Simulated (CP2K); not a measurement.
Two runs for the C K edge of nitrosomethane. Run A: CP2K XAS_TDP, all-electron GAPW, PBEh(45%), aug-cc-pVTZ, TDA, no relativity. Run B differs in one setting.

First lines with a strength over 0.0015. A:

```csv
atom,energy (eV),states,"strength, one atom"
C1 (bonded to N and 3 H),284.28,1,0.0175
,285.15,2,0.0381
,285.31,1,0.0280
,286.47,1,0.0064
,286.65,1,0.0057
```

B:

```csv
atom,energy (eV),states,"strength, one atom"
C1 (bonded to N and 3 H),289.56,1,0.0172
,290.43,2,0.0374
,290.58,1,0.0275
,291.75,1,0.0063
,291.93,1,0.0056
```

Q: Which was it: the basis, GW2X switched on, the functional, scalar relativity switched on?

GW2X switched on. GW2X shifts an atom's lines together and keeps their spacings. Against PBEh(45%) in aug-cc-pVTZ, the leading line moves by +5.28 eV, to 289.56 eV.

[Banner, clock and machine lines of the logs are left out without a mark of their own.]

[Logs are printed without paths, hosts, clocks, repeated set-up lines and the standing remarks that a program may print on its own settings, such as how far it seeks lower states.]

[Hosts, paths, dates, database ids (printed as entryN), source tags and the programs' standing remarks are cut or masked in the printed files.]
